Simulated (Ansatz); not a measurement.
## Stack of 2H-MoS2 under Ta2NO2 MXene, unshifted in a perpendicular field

Aim: how the stack of 2H-MoS2 under Ta2NO2 MXene, unshifted screens a field along its normal, and what the field does to its bands. A positive field points along +c.

Program: Ansatz 0.2.0. Level of theory: plane-wave DFT, PBEsol-D3(BJ), Ansatz PAW. Results are calculated unless marked as measured.

### Step 1. The starting structure

The cell holds 8 atoms: 2 S, 1 Mo, 2 O, 2 Ta and 1 N. Its edges and angles: a = 3.167 Å, b = 3.167 Å, c = 53.234 Å, α = 90.0°, β = 90.0°, γ = 120.0°. Regions: layer 1: 2H-MoS2, 3 atoms (2 S and 1 Mo); layer 2: Ta2NO2 MXene, 5 atoms (2 O, 2 Ta and 1 N). Vacuum lies along c.

### Step 2. Relaxing the slab

The starting cell is a guess, so the in-plane lattice and the atoms are relaxed first, with the slab cut off from its images along the normal.

Contents of input.yaml:

```yaml
crystal:
  lattice:
    - [3.16729, 0.0, 0.0]
    - [-1.583645, 2.7429536012, 0.0]
    - [0.0, 0.0, 53.2342865136]
  atoms:
    - { symbol: S, position: [0.3333333333, 0.6666666667, 0.3954218489] }
    - { symbol: Mo, position: [0.0, 0.0, 0.4260656121] }
    - { symbol: S, position: [0.3333333333, 0.6666666667, 0.4567093753] }
    - { symbol: O, position: [0.3333333333, 0.6666666667, 0.5121247888] }
    - { symbol: Ta, position: [0.6666666667, 0.3333333333, 0.534969674], spin: 1.0 }
    - { symbol: "N", position: [0.0, 0.0, 0.5583514699] }
    - { symbol: Ta, position: [0.3333333333, 0.6666666667, 0.5817332659], spin: 1.0 }
    - { symbol: O, position: [0.6666666667, 0.3333333333, 0.6045781511] }
  periodic: [true, true, false]
magnetization:
  spin_polarized: true
kpoints:
  mp_grid: { grid: [12, 12, 1] }
hamiltonian:
  xc: pbesol
  dispersion: d3bj
scf:
  occupations: { method: fermi_dirac, width: 0.05 }
  convergence: { dr2_threshold: 1.0e-09 }
relax:
  f_tol: 0.004
  max_steps: 90
  cell: {}
output:
  write_potential: true
  write_density: true
  volumetric_format: npy
```

Run with:

```sh
> ansatz run input.yaml --threads 4 --pin off --max-ram 6144MiB --backend cpu --events-out ev --progress --plain --runs-dir out
```

Numbers of over 12 decimals in the logs are rounded to 6 here.

What it wrote:

```text
Warning: relax.cell: scf.convergence.dr2_threshold = 1e-9 eV is looser than the 1.79107926134e-10 eV advised for a relaxation that steers and ends on the stress (1e-10 eV for each atom of the cell: 8, times the square of relax.cell.stress_2d_tol = 0.05 N/m over 21.1 Å (the atoms' height at the walk's start and 5 Å past either face), 2.366e-2 GPa, over a crystal's default 0.05). What an SCF threshold leaves in a stress goes as its square root, and in the free energy as the threshold itself, and one threshold admits the most on a small cell: [figures from the program's tests cut] Set scf.convergence.dr2_threshold to 1.79107926134e-10 eV or tighter. [rest of the remark cut]
Engine: ansatz 0.2.0, aarch64-unknown-linux-gnu
Pseudopotentials: kind: paw
Pseudopotential: S, paw, valence charge 6, recommended cutoff 420 eV (normal), S.paw.azcp
Pseudopotential: Mo, paw, valence charge 14, recommended cutoff 420 eV (normal), Mo.paw.azcp
Pseudopotential: O, paw, valence charge 6, recommended cutoff 420 eV (normal), O.paw.azcp
Pseudopotential: Ta, paw, valence charge 13, recommended cutoff 420 eV (normal), Ta.paw.azcp
Pseudopotential: N, paw, valence charge 5, recommended cutoff 420 eV (normal), N.paw.azcp
Functional definition: PBEsol
  exchange = pbesol_x
  correlation = pbesol_c
Crystal: 8 atoms, lattice volume = 462.485 Å³
Basis set: ecut = 420 eV, 8949 PW (Γ), exchange–correlation on 48×48×720 points (8 copies of the dense FFT grid, shifted against one another)
Bands: 44, of which v1, the nominal top of the filled ones, is band 35 counted from 1 (34 counted from 0)
Symmetry: 6 space group operations
Space group: P3m1 (ITA 156), of the structure as read, at distance tolerance 7.7e-5 Å
Magnetic group: BNS 156.49 (UNI 1279), of the structure as read, at distance tolerance 7.7e-5 Å
k-points: 19 of 144 (time reversal used)
Non-local potential: S, projectors of the file, l = 0: 2, l = 1: 2, l = 2: 2
Non-local potential: Mo, projectors of the file, l = 0: 3, l = 1: 2, l = 2: 2, l = 3: 1
Non-local potential: O, projectors of the file, l = 0: 2, l = 1: 2, l = 2: 1
Non-local potential: Ta, projectors of the file, l = 0: 3, l = 1: 2, l = 2: 2, l = 3: 1
Non-local potential: N, projectors of the file, l = 0: 2, l = 1: 2, l = 2: 1
PAW form: soft (Blöchl's): semilocal exchange-correlation on the pseudo side does not see the compensation charge
PAW frozen core: S, regenerated for the run's functional, and the local potential with it (the file was generated under x = pbe(κ = 0.804, μ = 0.219515), c = pbe(β = 0.066725))
PAW frozen core: Mo, regenerated for the run's functional, and the local potential with it (the file was generated under x = pbe(κ = 0.804, μ = 0.219515), c = pbe(β = 0.066725))
PAW frozen core: O, regenerated for the run's functional, and the local potential with it (the file was generated under x = pbe(κ = 0.804, μ = 0.219515), c = pbe(β = 0.066725))
PAW frozen core: Ta, regenerated for the run's functional, and the local potential with it (the file was generated under x = pbe(κ = 0.804, μ = 0.219515), c = pbe(β = 0.066725))
PAW frozen core: N, regenerated for the run's functional, and the local potential with it (the file was generated under x = pbe(κ = 0.804, μ = 0.219515), c = pbe(β = 0.066725))
PAW one-centre angular grid: S, 110 points (default); XC on 64 Gauss nodes
PAW one-centre angular grid: Mo, 590 points (default); XC on 64 Gauss nodes
PAW one-centre angular grid: O, 110 points (default); XC on 64 Gauss nodes
PAW one-centre angular grid: Ta, 590 points (default); XC on 64 Gauss nodes
PAW one-centre angular grid: N, 110 points (default); XC on 64 Gauss nodes
Starting moments: Σ|m| = 2 μB on 2 of 8 sites
Initial wavefunctions: pseudopotential atomic-orbital guess
Functional: x = pbesol(κ = 0.804, μ = 0.123457), c = pbesol(β = 0.046)
SCF iter   1: F=—  HF=-27794.202186 eV  |F-HF|=—  |Δ(HF+E_count)|=         —  Δρ=3.24e-2 (↑3.24e-2 ↓3.05e-2)  dr2=2.55e1  dr2_m=1.71e-1  M=0.516 μB ∫|m|=0.660 μB  β_m=0.30  ethr=3.10e-3  ⟨swp⟩=15.6  Hψ=11945  notcnv=0
Mixer restart at iter 1: flushing history
preconditioner: auto → LDOS  [metal: Δε(μ)=0.044 eV  Ē_g=10.343 eV  σ=0.050 eV  W_gap=0.21  n_scr=32 (ndim 8)  ℏωp=11.6 eV  f_vac=0.726  D(μ)=1.93/eV (n_scr^D=14)]
spin=Collinear: LDOS preconditioning applied to the charge; magnetization (m = ρ↑ − ρ↓) channel mixes plain (no charge-response kernel on spin).
SCF iter   2: F=—  HF=-27789.501647 eV  |F-HF|=—  |Δ(HF+E_count)|=    4.70e0  Δρ=1.41e-2 (↑1.41e-2 ↓1.21e-2)  dr2=3.48e0  dr2_m=9.68e-2  M=0.401 μB ∫|m|=0.577 μB  β_m=0.38  ethr=3.10e-3  ⟨swp⟩=5.6  Hψ=4885  notcnv=0  defer=90
SCF iter   3: F=—  HF=-27788.859101 eV  |F-HF|=—  |Δ(HF+E_count)|=   6.43e-1  Δρ=6.51e-3 (↑6.51e-3 ↓5.85e-3)  dr2=3.67e-1  dr2_m=3.66e-2  M=0.265 μB ∫|m|=0.406 μB  β_m=0.52  ethr=3.10e-3  ⟨swp⟩=4.3  Hψ=4006  notcnv=0  defer=88
SCF iter   4: F=—  HF=-27789.088024 eV  |F-HF|=—  |Δ(HF+E_count)|=   2.29e-1  Δρ=5.12e-3 (↑5.12e-3 ↓4.78e-3)  dr2=1.61e0  dr2_m=1.17e-2  M=0.170 μB ∫|m|=0.264 μB  β_m=0.38  ethr=5.32e-4  ⟨swp⟩=5.6  Hψ=4490  notcnv=0  defer=87  recentre
SCF iter   5: F=—  HF=-27788.943058 eV  |F-HF|=—  |Δ(HF+E_count)|=   1.45e-1  Δρ=2.16e-3 (↑2.16e-3 ↓1.74e-3)  dr2=2.64e-1  dr2_m=6.18e-3  M=0.140 μB ∫|m|=0.211 μB  β_m=0.30  ethr=5.32e-4  ⟨swp⟩=5.1  Hψ=3628  notcnv=0  defer=78
SCF iter   6: F=—  HF=-27788.947248 eV  |F-HF|=—  |Δ(HF+E_count)|=         —  Δρ=1.64e-3 (↑1.64e-3 ↓1.38e-3)  dr2=2.00e-2  dr2_m=7.30e-3  M=0.042 μB ∫|m|=0.103 μB  β_m=0.30  ethr=3.82e-4  ⟨swp⟩=4.0  Hψ=2685  notcnv=0  defer=79
SCF iter   7: F=—  HF=-27788.948353 eV  |F-HF|=—  |Δ(HF+E_count)|=   1.11e-3  Δρ=9.59e-4 (↑9.59e-4 ↓9.55e-4)  dr2=4.81e-3  dr2_m=3.05e-3  M=0.028 μB ∫|m|=0.070 μB  β_m=0.53  ethr=2.89e-5  ⟨swp⟩=3.3  Hψ=3270  notcnv=0  defer=79
SCF iter   8: F=—  HF=-27788.949253 eV  |F-HF|=—  |Δ(HF+E_count)|=   9.00e-4  Δρ=3.41e-4 (↑3.41e-4 ↓3.04e-4)  dr2=5.50e-4  dr2_m=3.73e-4  M=0.009 μB ∫|m|=0.027 μB  β_m=0.72  ethr=6.97e-6  ⟨swp⟩=3.2  Hψ=3533  notcnv=0  defer=76
SCF iter   9: F=—  HF=-27788.949415 eV  |F-HF|=—  |Δ(HF+E_count)|=   1.61e-4  Δρ=1.23e-4 (↑1.16e-4 ↓1.23e-4)  dr2=1.70e-4  dr2_m=2.58e-5  M=0.001 μB ∫|m|=0.007 μB  β_m=0.67  ethr=7.98e-7  ⟨swp⟩=3.7  Hψ=4158  notcnv=0  defer=68
SCF iter  10: F=—  HF=-27788.949385 eV  |F-HF|=—  |Δ(HF+E_count)|=   3.01e-5  Δρ=4.77e-5 (↑4.25e-5 ↓4.77e-5)  dr2=7.56e-5  dr2_m=2.64e-6  M=-0.000 μB ∫|m|=0.002 μB  β_m=0.66  ethr=2.46e-7  ⟨swp⟩=3.7  Hψ=3848  notcnv=0  defer=68
[...]
iter 1 solved again at ethr=2.28e-7 eV; its pass at ethr=3.10e-3 eV (dr2=1.58e-4 eV) is discarded
SCF iter   1: F=—  HF=-27789.921788 eV  |F-HF|=—  |Δ(HF+E_count)|=         —  Δρ=9.10e-7 (↑8.95e-7 ↓9.10e-7)  dr2=1.05e-8  dr2_m=1.67e-11  M=0.000 μB ∫|m|=0.000 μB  β_m=0.65  ethr=2.28e-7  ⟨swp⟩=7.3  Hψ=22022  notcnv=0
eigensolver tolerance schedule: the retry pair's looser diagonalisation over-reported the residual by 14997.79 of it (diagonalisation noise at an unbounded share of the residual, at the tolerance the schedule requests for it); recorded, not acted on — ethr = c·dr2/N_el stays at c = 1.0e-1
preconditioner: auto → LDOS  [metal: Δε(μ)=0.028 eV  Ē_g=9.845 eV  σ=0.050 eV  W_gap=0.14  n_scr=30 (ndim 8)  ℏωp=11.9 eV  f_vac=0.738  D(μ)=2.08/eV (n_scr^D=14)]
spin=Collinear: LDOS preconditioning applied to the charge; magnetization (m = ρ↑ − ρ↓) channel mixes plain (no charge-response kernel on spin).
SCF iter   2: F=—  HF=-27789.921870 eV  |F-HF|=—  |Δ(HF+E_count)|=   8.20e-5  Δρ=8.93e-7 (↑8.93e-7 ↓8.89e-7)  dr2=4.71e-8  dr2_m=4.47e-12  M=0.000 μB ∫|m|=0.000 μB  β_m=0.30  ethr=1.52e-11  ⟨swp⟩=8.0  Hψ=8566  notcnv=0
SCF iter   3: F=—  HF=-27789.921870 eV  |F-HF|=—  |Δ(HF+E_count)|=   4.00e-9  Δρ=5.54e-7 (↑5.50e-7 ↓5.54e-7)  dr2=2.34e-9  dr2_m=7.10e-12  M=0.000 μB ∫|m|=0.000 μB  β_m=0.31  ethr=1.52e-11  ⟨swp⟩=3.5  Hψ=2876  notcnv=0
SCF iter   4: F=—  HF=-27789.921870 eV  |F-HF|=—  |Δ(HF+E_count)|=  4.26e-10  Δρ=4.14e-7 (↑4.14e-7 ↓4.14e-7)  dr2=1.18e-9  dr2_m=4.48e-12  M=0.000 μB ∫|m|=0.000 μB  β_m=0.65  ethr=3.39e-12  ⟨swp⟩=3.3  Hψ=2801  notcnv=0
SCF iter   5: F=—  HF=-27789.921870 eV  |F-HF|=—  |Δ(HF+E_count)|=   2.81e-9  Δρ=3.68e-7 (↑3.68e-7 ↓3.66e-7)  dr2=2.91e-8  dr2_m=7.04e-13  M=0.000 μB ∫|m|=0.000 μB  β_m=0.39  ethr=1.45e-12  ⟨swp⟩=20.2  Hψ=15784  notcnv=0  recentre
SCF iter   6: F=—  HF=-27789.921870 eV  |F-HF|=—  |Δ(HF+E_count)|=   2.70e-9  Δρ=1.22e-7 (↑1.22e-7 ↓1.18e-7)  dr2=5.98e-10  dr2_m=4.80e-13  M=0.000 μB ∫|m|=0.000 μB  β_m=0.41  ethr=1.72e-12  ⟨swp⟩=3.0  Hψ=2776  notcnv=0
SCF iter   7: F=-27789.921870 eV  HF=-27789.921870 eV  |F-HF|=9.68e-10  |Δ(HF+E_count)|=  4.87e-10  Δρ=5.49e-8 (↑5.49e-8 ↓5.00e-8)  dr2=6.54e-11  dr2_m=2.17e-13  M=0.000 μB ∫|m|=0.000 μB  ethr=1.00e-12  ⟨swp⟩=10.9  Hψ=13024  notcnv=0
the starting moments were not kept: the SCF closed with an absolute magnetisation of 7.7e-7 μB, where they sum to 2 μB in size (2 sites). That is at most 0.1 of that sum. Measured as dr2_m measures the in/out step, that magnetisation stands 5.8e-14 eV from none, at or under the dr2_threshold of 1.0e-9 eV: it is no larger than a step whose dr2_m would equal this threshold.
SCF 10 converged in 7 iterations: F = -27789.921870 eV  dr2 = 6.54e-11
relax step  10: F+E_penalty+E_count = -27789.92187034 eV  Δ(F+E_penalty+E_count) = +1.271e-4 eV  max|allowed force component| = 3.381e-3 eV/Å  Δτ_max = 0.0000 Å  P = +0.006 N/m  Ω = 441.719 Å³  fix = [c, alpha, beta]  reactions: c +0.000 N/m  stress off target by 6.42e-3 N/m on what of the cell is left free  SCF on the basis re-selected at this cell (its energy is not comparable with the rows above)  (7 SCF iters)
basis re-selected at this cell: Δ(F+E_penalty+E_count) = +1.271e-4 eV, ΔP = -0.002 N/m vs the last step (what re-selecting the basis moved, of the pressure what is left beyond the Pulay correction that the steps carried, after the strain that the cell walked since its last selection, with what the two solves' SCF thresholds leave and, on support functions, any second-order correction that the steps lacked; it is no m [...]
WARN: The output density's exchange-correlation potential varies sharply where the density is thin. Do not read a vacuum level from v_tot or v_xc, or from such a field of the output density. On a cell that repeats whose density bears no net charge and no dipole along the vacuum's axis use v_es (v_loc + v_h of the components); under efield.dipole_correction with no amplitude use v_es + v_field, which holds any externa [...]
SCF converged after 7 iterations
Magnetization: 0.0000 μB (34.5000 up, 34.5000 down)
Absolute magnetization: 0.0000 μB (∫|ρ↑−ρ↓|, with the PAW one-centre terms)
Spin contamination: 0.0000 ħ² per cell (⟨S²⟩ above its minimum at these occupations)
Per-site moments (μB) at R_I (Å): [(1.1072952700914307e-9, 0.981597), (-1.7088134946885898e-9, 0.980768), (1.2251810054699444e-9, 0.980768), (-3.6922458030038235e-8, 0.860273), (9.066990331370451e-8, 0.860273), (-2.7727484917226938e-8, 0.883841), (1.1982578630934487e-7, 0.861483), (-8.754119845337156e-8, 0.861483)]
Free energy (F): -27789.921870 eV
Harris-Foulkes:  -27789.921870 eV  (|F-HF|=9.68e-10)
Internal energy: -27789.906247 eV  (E = F + TS)
E sigma→0 (E₀):  -27789.914059 eV
Entropy (-TS):   -0.015623 eV (-1.953 meV/atom)
Fermi energy:    -5.331489 eV
--- Per-component energies (eV) ---
  E_band       = -1745.587334
  E_kinetic    = 1877.247688
  E_local      = -479814.364749  (includes V_loc(G=0)·N_el)
  E_nonlocal   = 378.446947
  E_hartree    = 238684.469124
  E_xc         = -1017.835452
  E_vxc        = -1079.003457  (∫ρ·V_xc dr)
  E_paw        = -21285.065800  (= ΣΔE_a)
  E_vpaw       = -476.858140  (= ΣTr[D̂ρ^β])
  E_aug_tail   = 0.005375  (compensation charges beyond the density's cutoff)
  E_ewald      = 233388.471287
  E_disp       = -2.139832  (pairwise vdW)
  E_core_change = 0.859166  (= ΣΔE_core)
  E_smearing   = -0.015623  (= −TS)
  E_closure    = -0.000000  (closes the sum)
  Σ components = -27789.921870   (vs F -27789.921870, Δ=0.00e0)
--- Forces (eV/Å), atoms counted from 1 ---
  atom   1  S      0.00000000    -0.00000000    -0.00038266
  atom   2  Mo     0.00000000    -0.00000000    -0.00001016
  atom   3  S      0.00000000    -0.00000000     0.00039344
  atom   4  O     -0.00000000     0.00000000    -0.00005335
  atom   5  Ta    -0.00000000     0.00000000     0.00149266
  atom   6  N     -0.00000000     0.00000000     0.00148459
  atom   7  Ta     0.00000000    -0.00000000    -0.00338132
  atom   8  O      0.00000000    -0.00000000     0.00045676
  max |Σ_I F_I| component: 4.30e-8 eV/Å
--- 2D stress c σ (N/m, compression-positive) ---
        0.006421       0.000000       0.000000
        0.000000       0.006421       0.000000
        0.000000       0.000000       0.000000
  P = ½ c Tr σ = 0.0064 N/m
--- Band table (eV; the first three rows and the last of 38) ---
  k-point 0 ↑: bands = [... 31 lower, -7.2250, -6.6648, -6.6648, -6.0774, -5.7171, -3.9289, -3.9289, -3.3546, ... 5 higher]
  k-point 1 ↑: bands = [... 31 lower, -6.9734, -6.6449, -6.3551, -6.1000, -5.6921, -3.8363, -3.8130, -3.3013, ... 5 higher]
  k-point 2 ↑: bands = [... 31 lower, -7.0346, -6.8575, -6.2785, -5.7287, -5.3395, -3.6495, -3.5187, -3.4966, ... 5 higher]
  k-point 18 ↓: bands = [... 31 lower, -8.1094, -5.8529, -5.2937, -5.2810, -5.2653, -3.8689, -2.9459, -2.7796, ... 5 higher]
  the weakly bound empty levels are not read free of the cell's end (no_gap_told)
--- Relaxed structure (8 steps of the walk, 8 accepted, 2 SCFs on fresh bases) ---
  F+E_penalty+E_count = -27789.92187034 eV   max|allowed force component| = 3.381e-3 eV/Å   (the final SCF, on the basis selected at the relaxed cell)
  cell:  # Å, volume = 441.7190 Å³
    - [3.095366, 0, 0]
    - [-1.547683, 2.680666, 0]
    - [0, 0, 53.2342865136]
  atoms:
    - { symbol: S, position: [0.333333, 0.666667, 0.398563] }
    - { symbol: Mo, position: [-1.5998559633548562e-17, -2.3129646347434477e-17, 0.428079] }
    - { symbol: S, position: [0.333333, 0.666667, 0.457538] }
    - { symbol: O, position: [0.333333, 0.666667, 0.514735] }
    - { symbol: Ta, position: [0.666667, 0.333333, 0.534929] }
    - { symbol: N, position: [-2.001863711429464e-17, -2.3129646347437555e-17, 0.557134] }
    - { symbol: Ta, position: [0.333333, 0.666667, 0.579338] }
    - { symbol: O, position: [0.666667, 0.333333, 0.599638] }
```

Wall time 5.5 min (4 threads of Arm Neoverse V1, shared host); peak memory 1.2 GiB; 21 min of CPU time.

The steps of the relaxation:

| step | energy less that of the first step (eV) | largest force component (eV/Å) | volume (Å³) |
| --- | --- | --- | --- |
| 1 | 0.0000 | 2.6474 | 462.49 |
| 2 | -0.9449 | 0.3547 | 448.47 |
| 3 | -0.9686 | 0.2631 | 437.83 |
| 4 | -0.9798 | 0.0398 | 442.32 |
| 5 | -0.9806 | 0.0071 | 442.14 |
| 6 | -0.9807 | 0.0049 | 442.09 |
| 7 | -0.9807 | 0.0008 | 442.08 |
| 8* | -0.9724 | 0.0014 | 442.08 |
| 9 | -0.9726 | 0.0034 | 441.72 |
| 10* | -0.9725 | 0.0034 | 441.72 |

Relaxation steps marked * repeat the geometry before them on a plane-wave basis chosen anew for their cell, so energy and pressure can jump there.

The run keeps the 6 symmetry operations that it works with, so distortions that break them were not tested.

| cell as run | before | after | change |
| --- | --- | --- | --- |
| a (Å) | 3.167 | 3.095 | -2.3 % |
| b (Å) | 3.167 | 3.095 | -2.3 % |

The atoms that moved most (Å, along periodic axes as changes of fractional coordinates times the final cell, across vacuum about the mean position):

| atom | dx | dy | dz | length |
| --- | --- | --- | --- | --- |
| O8 | 0.000 | 0.000 | -0.263 | 0.263 |
| S1 | 0.000 | 0.000 | 0.167 | 0.167 |
| O4 | 0.000 | 0.000 | 0.139 | 0.139 |
| Ta7 | 0.000 | 0.000 | -0.128 | 0.128 |
| Mo2 | 0.000 | 0.000 | 0.107 | 0.107 |
| N6 | 0.000 | 0.000 | -0.065 | 0.065 |
| S3 | 0.000 | 0.000 | 0.044 | 0.044 |

Numbers from this step:

```yaml
energy_at_zero_smearing: -27789.9141 eV
```

The lattice constant a goes from 3.167 to 3.095 Å.

(Part 1 of 4 ends here.)

[Logs are printed without paths, hosts, clocks, repeated set-up lines and the standing remarks that a program may print on its own settings, such as how far it seeks lower states.]

[Hosts, paths, dates, database ids (printed as entryN), source tags and the programs' standing remarks are cut or masked in the printed files.]

[Maps of the electrostatic potential energy from Ansatz leave out the sawtooth potential of an applied field or a dipole correction, so their vacuum need not be flat; planar profiles and work functions include it.]
